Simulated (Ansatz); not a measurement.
# Quasiparticle gap of ZnWO4 (P2/c), part 2 of 3

Aim: the quasiparticle gap of ZnWO4 (P2/c), starting from LDA.

Ansatz 0.2.0; LDA, then G0W0 on it, plane waves, PAW. Known limits of the many-body steps: finite bands, screening cutoff and k mesh; no spin-orbit coupling in G0W0; d shells not analysed.

So far. Step 2 (Bands along the symmetry lines): Over mesh and path the gap is 2.853 eV, direct, at k = (0.000, 0.500, 0.000). The pressure in this cell is -9 GPa; the cell is kept.

## (3) One-shot GW

G0W0 replaces the xc potential by a self-energy built once from the orbitals of the start. Levels are corrected in the window of bands that the input names, at points of the mesh.

This step: G0W0 on LDA, plane waves, PAW.

input.yaml reads:

```yaml
crystal:
  lattice:
    - [4.6986, 0.0, 0.0]
    - [0.0, 5.7293, 0.0]
    - [-0.052988409, 0.0, 4.9364156144]
  atoms:
    - { symbol: Zn, position: [0.5, 0.684, 0.25] }
    - { symbol: Zn, position: [0.5, 0.316, 0.75] }
    - { symbol: W, position: [0.0, 0.18258, 0.25] }
    - { symbol: W, position: [0.0, 0.81742, 0.75] }
    - { symbol: O, position: [0.2169, 0.1051, 0.9363] }
    - { symbol: O, position: [0.7831, 0.1051, 0.5637] }
    - { symbol: O, position: [0.7831, 0.8949, 0.0637] }
    - { symbol: O, position: [0.2169, 0.8949, 0.4363] }
    - { symbol: O, position: [0.2565, 0.3777, 0.3996] }
    - { symbol: O, position: [0.7435, 0.3777, 0.1004] }
    - { symbol: O, position: [0.7435, 0.6223, 0.6004] }
    - { symbol: O, position: [0.2565, 0.6223, 0.8996] }
kpoints:
  mp_grid: { grid: [4, 2, 4] }
hamiltonian:
  xc: lda
scf:
  occupations: { method: fixed }
gw:
  n_empty_bands: 610
  ecut_chi: 160.0
  qp_bands: [v4, c4]
  qp_kpoints: band_edges
  screening: { model: contour_deformation }
```

Run with:

```
$ ansatz run input.yaml --threads 3 --pin off --max-ram 92160MiB --backend cuda --events-out ev --progress --plain --runs-dir out --devices 1 --max-vram 13GiB
```

Numbers of over 12 decimals in the logs are rounded to 6 here.

The log of the run:

```text
GPUs: using 1 of 1 available (devices: 1).
[...]
GPU FFT provider: cuFFT
GPU libraries: cuBLAS 13.8.2, cuFFT 12.4.0, cuSOLVER 12.3.4
Crystal: 12 atoms, lattice volume = 132.887 Å³
Basis set: ecut = 420 eV, 2605 PW (Γ)
Bands: 62, of which v1, the nominal top of the filled ones, is band 50 counted from 1 (49 counted from 0)
Symmetry: 4 space group operations
[...]
k-points: 20 of 32
[...]
GPU buffer pool allocated for 46080 grid points (all kernels)
[...]
SCF iter   1: F=—  HF=-31197.951678 eV  |F-HF|=—  |Δ(HF+E_count)|=         —  Δρ=2.18e-2  dr2=5.83e-1  ethr=1.77e-3  ⟨swp⟩=5.0  Hψ=4366  notcnv=0  defer=191
[...]
SCF iter   9: F=-31197.822786 eV  HF=-31197.822786 eV  |F-HF|=6.69e-10  |Δ(HF+E_count)|=   1.68e-8  Δρ=3.98e-6  dr2=2.82e-8  ethr=1.00e-10  ⟨swp⟩=9.4  Hψ=4056  notcnv=0
SCF 1 converged in 9 iterations: F = -31197.822786 eV  dr2 = 2.82e-8
[...]
NSCF: frozen V_eff on 20 k-points, pencils in batches of 32, up to order 248
the band table was solved once the SCF had ended and its energy, with any forces and stress, was formed, with the checks that follow a solve (4732 applications of the Hamiltonian). They found nothing against the state; the energy, forces and stress were not computed again (output.eigenvalues in the input reference)
[...]
NSCF: frozen V_eff on 20 k-points
G₀W₀ screening: q 1/20
[... further progress lines ...]
[...]
SCF converged after 9 iterations
Free energy (F): -31197.822786 eV
[...]
Internal energy: -31197.822786 eV  (E = F + TS)
E sigma→0 (E₀):  -31197.822786 eV
Fermi energy:    8.205769 eV
[...]
--- Band table (eV; the first three rows and the last of 20) ---
  k-point 0: bands = [... 46 lower, 7.5132, 7.8581, 7.9306, 7.9533, 11.5254, 11.9795, 12.0122, 12.0207, ... 8 higher]
  k-point 1: bands = [... 46 lower, 7.5656, 7.7546, 7.9647, 8.1827, 11.6330, 11.7213, 11.8705, 11.9678, ... 8 higher]
  k-point 2: bands = [... 46 lower, 7.6864, 7.6864, 8.0977, 8.0977, 11.5652, 11.5652, 12.0096, 12.0096, ... 8 higher]
  k-point 19: bands = [... 46 lower, 7.3373, 7.3373, 7.8677, 7.8677, 11.8354, 11.8354, 12.0857, 12.0857, ... 8 higher]
--- G₀W₀: contour deformation, 6 samples at zero and on the imaginary axis and 1 off it, 32 q-points, 610 empty bands' worth ---
  eigenvalues of the whole cell's RPA ε∞ on this k-mesh (on a slab, of 1 + 4πα/V) = 5.0445, 5.1620, 5.7111; static W/v taken at q = 0 is 0.191814
  gw.qp_kpoints: band_edges: 20 of 20 stored k-points solved, in 1 pass; an edge of the gap read off the rows below is read off those points alone
    ik  band        ε_KS         Σx   Σc(E_QP)       V_xc       Z   E_QP_lin       E_QP  E_QP is
     0    47      7.5132   -27.9638     4.8199   -22.5730  0.7283     6.9360     6.9423  root
     0    48      7.8581   -29.6115     4.7476   -24.2630  0.7383     7.2512     7.2572  root
     0    49      7.9306   -26.3304     4.6061   -21.2681  0.7286     7.4706     7.4743  root
     0    50      7.9533   -27.6096     4.5466   -22.5684  0.7362     7.4547     7.4589  root
     0    51     11.5254   -15.7356    -4.2124   -21.0212  0.7746    12.6140    12.5986  root
     0    52     11.9795   -16.3338    -4.6313   -22.0529  0.7670    13.0863    13.0673  root
     0    53     12.0122   -17.7577    -4.3738   -23.1896  0.7599    13.0891    13.0703  root
     0    54     12.0207   -16.5655    -4.6014   -22.2935  0.7606    13.1689    13.1473  root
     1    47      7.5656   -26.0675     4.4213   -21.1772  0.7286     7.0926     7.0966  root
     1    48      7.7546   -27.2302     4.5425   -22.2012  0.7313     7.2640     7.2682  root
     1    49      7.9647   -28.4342     4.6613   -23.2237  0.7341     7.4104     7.4154  root
     1    50      8.1827   -30.0562     4.6882   -24.7764  0.7425     7.5857     7.5911  root
     1    51     11.6330   -15.6006    -4.4952   -21.1654  0.7746    12.7188    12.7026  root
     1    52     11.7213   -15.6042    -4.4105   -21.0783  0.7728    12.8013    12.7849  root
     1    53     11.8705   -16.3317    -4.5324   -21.9678  0.7701    12.9925    12.9741  root
     1    54     11.9678   -17.2645    -4.3781   -22.7110  0.7617    13.0548    13.0362  root
     2    47      7.6864   -26.9487     4.4702   -22.0161  0.7346     7.2204     7.2241  root
     2    48      7.6864   -26.9487     4.4702   -22.0161  0.7346     7.2204     7.2241  root
     2    49      8.0977   -30.8978     4.7805   -25.4664  0.7417     7.4402     7.4468  root
     2    50      8.0977   -30.8978     4.7805   -25.4664  0.7417     7.4402     7.4468  root
     2    51     11.5652   -15.5577    -4.3830   -20.9807  0.7795    12.6195    12.6051  root
     2    52     11.5652   -15.5577    -4.3830   -20.9807  0.7795    12.6195    12.6051  root
     2    53     12.0096   -16.5197    -4.5226   -22.1326  0.7619    13.1198    13.0999  root
     2    54     12.0096   -16.5197    -4.5226   -22.1326  0.7619    13.1198    13.0999  root
     3    47      7.5677   -27.6839     4.4921   -22.6780  0.7355     7.0494     7.0540  root
     3    48      7.6982   -25.9259     4.4565   -21.0111  0.7282     7.2360     7.2399  root
     3    49      7.7079   -30.2103     4.8533   -24.6819  0.7359     7.0249     7.0329  root
     3    50      8.2058   -29.4346     4.6969   -24.1817  0.7403     7.6449     7.6498  root
     3    51     11.0579   -15.6683    -4.5787   -21.2806  0.7822    12.1056    12.0915  root
     3    52     11.9866   -16.5281    -4.6747   -22.3432  0.7668    13.1478    13.1271  root
     3    53     12.1247   -15.4744    -4.6153   -21.1702  0.7738    13.2231    13.2052  root
     3    54     12.3334   -17.2638    -4.6746   -23.0592  0.7549    13.4783    13.4543  root
     4    47      7.4467   -27.8922     4.8294   -22.4757  0.7269     6.8527     6.8595  root
     4    48      7.6011   -31.4039     5.1113   -25.5566  0.7357     6.8555     6.8652  root
     4    49      7.9198   -28.8187     4.6101   -23.6314  0.7354     7.3372     7.3427  root
     4    50      8.0178   -29.0700     4.6135   -23.9061  0.7404     7.4625     7.4674  root
     4    51     11.2233   -15.7583    -4.5753   -21.3796  0.7787    12.2842    12.2693  root
     4    52     12.0115   -16.3983    -4.5937   -22.1219  0.7657    13.1617    13.1414  root
     4    53     12.1393   -16.0150    -4.5208   -21.6207  0.7690    13.2426    13.2241  root
     4    54     12.2593   -16.1820    -4.7224   -21.9990  0.7667    13.3743    13.3539  root
[...]
18    51     11.5036   -15.9096    -4.8044   -21.7859  0.7735    12.5933    12.5755  root
    18    52     11.9485   -15.5768    -4.6544   -21.3027  0.7738    13.0375    13.0199  root
    18    53     12.1850   -17.0409    -4.5089   -22.6274  0.7601    13.2830    13.2627  root
    18    54     12.2242   -16.5598    -4.5974   -22.2818  0.7643    13.3698    13.3488  root
    19    47      7.3373   -28.3251     4.8436   -22.8681  0.7326     6.7164     6.7238  root
    19    48      7.3373   -28.3251     4.8436   -22.8681  0.7326     6.7164     6.7238  root
    19    49      7.8677   -27.7005     4.7083   -22.4698  0.7303     7.3403     7.3452  root
    19    50      7.8677   -27.7005     4.7083   -22.4698  0.7303     7.3403     7.3452  root
    19    51     11.8354   -15.7907    -4.7778   -21.6521  0.7701    12.9377    12.9188  root
    19    52     11.8354   -15.7907    -4.7778   -21.6521  0.7701    12.9377    12.9188  root
    19    53     12.0857   -16.7246    -4.4469   -22.2176  0.7658    13.1495    13.1316  root
    19    54     12.0857   -16.7246    -4.4469   -22.2176  0.7658    13.1495    13.1316  root
```

The job ended after 97 s (1 × NVIDIA H100 80GB HBM3 (shared by 6 runs) with 3 threads of AMD EPYC 7R13 (Zen 3), shared host; peak memory 2.8 GiB; 2.5 min of CPU time).

Numbers from this step:

| Item | Value |
| --- | --- |
| bands summed | 660 |
| RPA ε∞ on this mesh (eigenvalues) | 5.045, 5.162, 5.711 |
| plane waves in the screening matrix | 603 |
| q-points in the mesh | 32 |
| G0W0 gap over the corrected points | 4.395 eV |
| k of the valence top | 0.25, 0, -0.25 |
| k of the conduction bottom | 0, -0.5, 0 |
| starting gap on the mesh | 2.852 eV |
| Z at the valence top | 0.7349 |
| Z at the conduction bottom | 0.7822 |
| least direct G0W0 gap over the corrected points | 4.442 eV |

Over all 20 irreducible mesh points the G0W0 gap is 4.395 eV, from k = (0.250, 0.000, -0.250) to k = (0.000, -0.500, 0.000). The LDA gap of this run on the mesh is 2.852 eV. Other states bound it: the two that bound the G0W0 gap lie 2.872 eV apart in LDA, so state for state the correction is 4.395 − 2.872 = +1.523 eV, while gap against gap it is 4.395 − 2.852 = +1.543 eV. The start of this run differs from the step before in mesh (6×4×6 and 4×2×4).

Labels follow the order of the start: v1 is the top filled band, c1 the lowest empty one; levels that stay degenerate share a row, the window can cut a multiplet, doubted levels are not marked in this list, bands outside the window were not corrected, and the list may be a part of the corrected levels. Levels before and after the correction, in eV, zero at the valence-band top of each column:

|  | conduction bottom | valence top |
| --- | --- | --- |
| Kohn-Sham | 2.85 | 0.00 |
| G0W0 | 4.39 | 0.00 |

|  | level | occupation | energy (eV) |
| --- | --- | --- | --- |
| Kohn-Sham | (0 -0.5 0) v3 | 2 | -0.508 |
| Kohn-Sham | (0 -0.5 0) v2 | 2 | -0.498 |
| Kohn-Sham | (0 -0.5 0) v1 | 2 | 0.000 |
| Kohn-Sham | (0 -0.5 0) c1 | 0 | 2.852 |
| Kohn-Sham | (0 -0.5 0) c2 | 0 | 3.781 |
| Kohn-Sham | (0 -0.5 0) c3 | 0 | 3.919 |
| Kohn-Sham | (0.25 0 -0.25) v3 | 2 | -0.418 |
| Kohn-Sham | (0.25 0 -0.25) v2 | 2 | -0.315 |
| Kohn-Sham | (0.25 0 -0.25) v1 | 2 | -0.020 |
| Kohn-Sham | (0.25 0 -0.25) c1 | 0 | 3.336 |
| Kohn-Sham | (0.25 0 -0.25) c2 | 0 | 3.411 |
| Kohn-Sham | (0.25 0 -0.25) c3 | 0 | 3.814 |
| G0W0 | (0 -0.5 0) v3 | 2 | -0.457 |
| G0W0 | (0 -0.5 0) v2 | 2 | -0.664 |
| G0W0 | (0 -0.5 0) v1 | 2 | -0.047 |
| G0W0 | (0 -0.5 0) c1 | 0 | 4.395 |
| G0W0 | (0 -0.5 0) c2 | 0 | 5.430 |
| G0W0 | (0 -0.5 0) c3 | 0 | 5.509 |
| G0W0 | (0.25 0 -0.25) v3 | 2 | -0.404 |
| G0W0 | (0.25 0 -0.25) v2 | 2 | -0.421 |
| G0W0 | (0.25 0 -0.25) v1 | 2 | 0.000 |
| G0W0 | (0.25 0 -0.25) c1 | 0 | 4.913 |
| G0W0 | (0.25 0 -0.25) c2 | 0 | 4.955 |
| G0W0 | (0.25 0 -0.25) c3 | 0 | 5.453 |

The parts of the quasiparticle energy for the two states that bound the G0W0 gap, in eV on the run's own scale (QP = start + Σx + Σc − Vxc, with Σc at the quasiparticle energy):

| edge | k | band | start | Σx | Σc | Vxc | Z | QP |
| --- | --- | --- | --- | --- | --- | --- | --- | --- |
| valence top | (0.250, 0.000, -0.250) | 50 | 8.186 | −27.936 | 4.581 | −22.867 | 0.735 | 7.697 |
| conduction bottom | (0.000, -0.500, 0.000) | 51 | 11.058 | −15.668 | −4.579 | −21.281 | 0.782 | 12.091 |

[end of part 2 of 3]

[Paths, hosts, dates, memory and timing lines, banners, echoed tables and standing remarks are left out of the program output.]

[Logs are printed without paths, hosts, clocks, repeated set-up lines and the standing remarks that a program may print on its own settings, such as how far it seeks lower states.]

[Runs of the session that timed out or met a known fault of the program may be left out.]

[Cells called generated may have been cut or substituted from an entry of the Crystallography Open Database or the Materials Project.]

[Hosts, paths, dates, database ids (printed as entryN), source tags and the programs' standing remarks are cut or masked in the printed files.]

[Where an RPA ε∞ is given, it is that of the G0W0 mesh and is not shown converged in it. Names of k-points follow the symmetry that the program found, which can be lower than the space group named. Band edges on a path are those of the sampled points; other points can move an edge, and change direct to indirect where valleys lie close.]

[Hybrid gaps are those of their k-mesh and are not shown converged in it.]
